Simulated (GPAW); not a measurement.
# A carbon nanotube (4, 4); a C-C pair replaced by N-N: transmission at several levels, part 2 of 2

Aim: T(E), conductance and thermopower of a carbon nanotube (4, 4); a C-C pair replaced by N-N, and what cheaper settings cost in accuracy.

GPAW 26.7.0; GPAW LCAO, PAW setups; Landauer transmission from Green's functions with principal layers (ASE), zero bias.

So far, transmission at the Fermi level (one spin): step 2 (single-zeta polarised basis, PBE, GPAW) 0.982; step 3 (basis sz(dzp), PBE, GPAW) 0.951; step 4 (revPBE) 0.990.

## 7. A varied run

One more run, with changed settings.

This step: GPAW LCAO, PAW setups; Landauer transmission from Green's functions with principal layers (ASE), zero bias (GPAW 26.7.0).

The input, run.py:

```python
import json
import numpy as np
from ase import Atoms
from ase.transport.calculators import TransportCalculator
from gpaw import GPAW, FermiDirac
from gpaw.lcao.tools import get_lcao_hamiltonian
from scipy.linalg import eigh

# The junction with lead layers at both ends, along the third cell vector
device = Atoms(
    ['C', 'C', 'C', 'C', 'C', 'C', 'C', 'C', 'C', 'C', 'C', 'C', 'C', 'C', 'C', 'C', 'C', 'C', 'C', 'C', 'C', 'C', 'C', 'C', 'C', 'C', 'C', 'C', 'C', 'C', 'C', 'C', 'C', 'C', 'C', 'C', 'C', 'C', 'C', 'C', 'C', 'C', 'C', 'C', 'C', 'C', 'C', 'C', 'C', 'C', 'C', 'C', 'C', 'C', 'C', 'C', 'C', 'C', 'C', 'C', 'C', 'C', 'C', 'C', 'C', 'C', 'C', 'C', 'C', 'C', 'C', 'C', 'C', 'C', 'C', 'C', 'C', 'C', 'C', 'C', 'C', 'C', 'C', 'C', 'C', 'C', 'C', 'C', 'N', 'C', 'N', 'C', 'C', 'C', 'C', 'C', 'C', 'C', 'C', 'C', 'C', 'C', 'C', 'C', 'C', 'C', 'C', 'C', 'C', 'C', 'C', 'C', 'C', 'C', 'C', 'C', 'C', 'C', 'C', 'C', 'C', 'C', 'C', 'C', 'C', 'C', 'C', 'C', 'C', 'C', 'C', 'C', 'C', 'C', 'C', 'C', 'C', 'C', 'C', 'C', 'C', 'C', 'C', 'C', 'C', 'C', 'C', 'C', 'C', 'C', 'C', 'C', 'C', 'C', 'C', 'C', 'C', 'C', 'C', 'C', 'C', 'C', 'C', 'C', 'C', 'C', 'C', 'C', 'C', 'C', 'C', 'C', 'C', 'C', 'C', 'C', 'C', 'C', 'C', 'C', 'C', 'C', 'C', 'C', 'C', 'C', 'C', 'C', 'C', 'C', 'C', 'C'],
    positions=[
        [4.00000, 6.71200, 0.61488],
        [4.36334, 5.35600, 0.61488],
        [5.35600, 9.06066, 0.61488],
        [6.71200, 9.42400, 0.61488],
        [6.71200, 4.00000, 0.61488],
        [8.06800, 4.36334, 0.61488],
        [9.06066, 8.06800, 0.61488],
        [9.42400, 6.71200, 0.61488],
        [4.09241, 7.41392, 1.84463],
        [4.79433, 8.62967, 1.84463],
        [4.79433, 4.79433, 1.84463],
        [6.01008, 4.09241, 1.84463],
        [7.41392, 9.33159, 1.84463],
        [8.62967, 8.62967, 1.84463],
        [8.62967, 4.79433, 1.84463],
        [9.33159, 6.01008, 1.84463],
        [4.00000, 6.71200, 3.07439],
        [4.36334, 5.35600, 3.07439],
        [5.35600, 9.06066, 3.07439],
        [6.71200, 9.42400, 3.07439],
        [6.71200, 4.00000, 3.07439],
        [8.06800, 4.36334, 3.07439],
        [9.06066, 8.06800, 3.07439],
        [9.42400, 6.71200, 3.07439],
        [4.09241, 7.41392, 4.30415],
        [4.79433, 8.62967, 4.30415],
        [4.79433, 4.79433, 4.30415],
        [6.01008, 4.09241, 4.30415],
        [7.41392, 9.33159, 4.30415],
        [8.62967, 8.62967, 4.30415],
[... 156 atom lines left out ...]
        [4.79433, 4.79433, 28.89927],
        [6.01008, 4.09241, 28.89927],
        [7.41392, 9.33159, 28.89927],
        [8.62967, 8.62967, 28.89927],
        [8.62967, 4.79433, 28.89927],
        [9.33159, 6.01008, 28.89927]],
    cell=[[13.424, 0.0, 0.0], [0.0, 13.424, 0.0], [0.0, 0.0, 29.51415]],
    pbc=True)

# One principal layer of the lead: the first 48 atoms of the device
lead = Atoms(
    ['C', 'C', 'C', 'C', 'C', 'C', 'C', 'C', 'C', 'C', 'C', 'C', 'C', 'C', 'C', 'C', 'C', 'C', 'C', 'C', 'C', 'C', 'C', 'C', 'C', 'C', 'C', 'C', 'C', 'C', 'C', 'C', 'C', 'C', 'C', 'C', 'C', 'C', 'C', 'C', 'C', 'C', 'C', 'C', 'C', 'C', 'C', 'C'],
    positions=[
        [4.00000, 6.71200, 0.61488],
        [4.36334, 5.35600, 0.61488],
        [5.35600, 9.06066, 0.61488],
        [6.71200, 9.42400, 0.61488],
        [6.71200, 4.00000, 0.61488],
        [8.06800, 4.36334, 0.61488],
        [9.06066, 8.06800, 0.61488],
        [9.42400, 6.71200, 0.61488],
        [4.09241, 7.41392, 1.84463],
        [4.79433, 8.62967, 1.84463],
        [4.79433, 4.79433, 1.84463],
        [6.01008, 4.09241, 1.84463],
        [7.41392, 9.33159, 1.84463],
        [8.62967, 8.62967, 1.84463],
        [8.62967, 4.79433, 1.84463],
        [9.33159, 6.01008, 1.84463],
        [4.00000, 6.71200, 3.07439],
        [4.36334, 5.35600, 3.07439],
        [5.35600, 9.06066, 3.07439],
        [6.71200, 9.42400, 3.07439],
        [6.71200, 4.00000, 3.07439],
        [8.06800, 4.36334, 3.07439],
        [9.06066, 8.06800, 3.07439],
        [9.42400, 6.71200, 3.07439],
        [4.09241, 7.41392, 4.30415],
        [4.79433, 8.62967, 4.30415],
        [4.79433, 4.79433, 4.30415],
        [6.01008, 4.09241, 4.30415],
        [7.41392, 9.33159, 4.30415],
        [8.62967, 8.62967, 4.30415],
        [8.62967, 4.79433, 4.30415],
        [9.33159, 6.01008, 4.30415],
        [4.00000, 6.71200, 5.53390],
        [4.36334, 5.35600, 5.53390],
        [5.35600, 9.06066, 5.53390],
        [6.71200, 9.42400, 5.53390],
        [6.71200, 4.00000, 5.53390],
        [8.06800, 4.36334, 5.53390],
        [9.06066, 8.06800, 5.53390],
        [9.42400, 6.71200, 5.53390],
        [4.09241, 7.41392, 6.76366],
        [4.79433, 8.62967, 6.76366],
        [4.79433, 4.79433, 6.76366],
        [6.01008, 4.09241, 6.76366],
        [7.41392, 9.33159, 6.76366],
        [8.62967, 8.62967, 6.76366],
        [8.62967, 4.79433, 6.76366],
        [9.33159, 6.01008, 6.76366]],
    cell=[[13.424, 0.0, 0.0], [0.0, 13.424, 0.0], [0.0, 0.0, 7.37854]],
    pbc=True)

settings = dict(mode='lcao', basis='szp(dzp)', xc='PBE', h=0.18,
                occupations=FermiDirac(0.1), maxiter=5,
                mixer=dict(beta=0.1, nmaxold=8, weight=100.0),
                convergence=dict(density=0.0001))
energies = np.arange(-2, 2 + 1e-9, 0.05)
eta = 0.0001
n1, n2 = 1, 1
# k and -k transmit alike, so half of the mesh across the current serves
mesh = [(i, j) for i in range(n1) for j in range(n2) if (i, j) <= (-i % n1, -j % n2)]
weights = np.array([1 if (i, j) == (-i % n1, -j % n2) else 2 for i, j in mesh]) / (n1 * n2)

# [... helper functions left out ...]
fermi_lead = ground_state(lead, (1, 1, 15), 'lead.txt')
fermi_device = ground_state(device, (1, 1, 3), 'device.txt')
# [... loop over the mesh left out, but for ...]
        # Shift the lead onto the potential of the device's first layer
        shift = ((H[:, 0, 0] - H0[:, 0, 0]) / S0[0, 0]).real.mean()
# [...]
kT = 8.617333e-5 * 77
bias = [0.1, 0.2, 0.5, 1.0, 1.5, 2.0]
# [... integrals and printing left out ...]
```

On the command line:

```
$ OMP_NUM_THREADS=1 OPENBLAS_NUM_THREADS=1 python run.py
```

The program printed:

```text
gpaw.KohnShamConvergenceError
```

The job ended after 67 s (1 thread of AMD EPYC 9R14 (Zen 4), shared host; peak memory 0.95 GiB).

No converged result was reached; the numbers in the log don't describe the system.

The fault put into the input: too few SCF iterations (maxiter = 5).

## 8. Results

```
conductance                                        : 0.988 G₀
transmission at the Fermi level, mean of the spins : 0.982
thermopower                                        : -2.76 μV/K
```

What this shows: In the szp basis the junction conducts 0.988 G₀ at 77 K, with T = 0.982 a spin at the Fermi level; the sz basis reaches that conductance within 10 %. At the Fermi level two eigenchannels carry the current (0.94 and 0.044). Measured against the first run (szp), the nearest curve is that of szp-revPBE (r.m.s. 0.045) and the farthest that of sz (1.1). Over the compared runs wall time goes from 292 s (sz) to 1490 s (szp-revPBE), on a shared host. The geometry was built from estimated bond lengths and not relaxed, so the numbers describe this model structure. The currents use the zero-bias T(E) throughout, which holds only while the bias is small against the distance to the nearest feature. The energy step is wider than the thermal energy, so the conductance and thermopower rest on interpolation of T(E).

[Logs are printed without paths, hosts, clocks, repeated set-up lines and the standing remarks that a program may print on its own settings, such as how far it seeks lower states.]

[Hosts, paths, dates, database ids (printed as entryN), source tags and the programs' standing remarks are cut or masked in the printed files.]
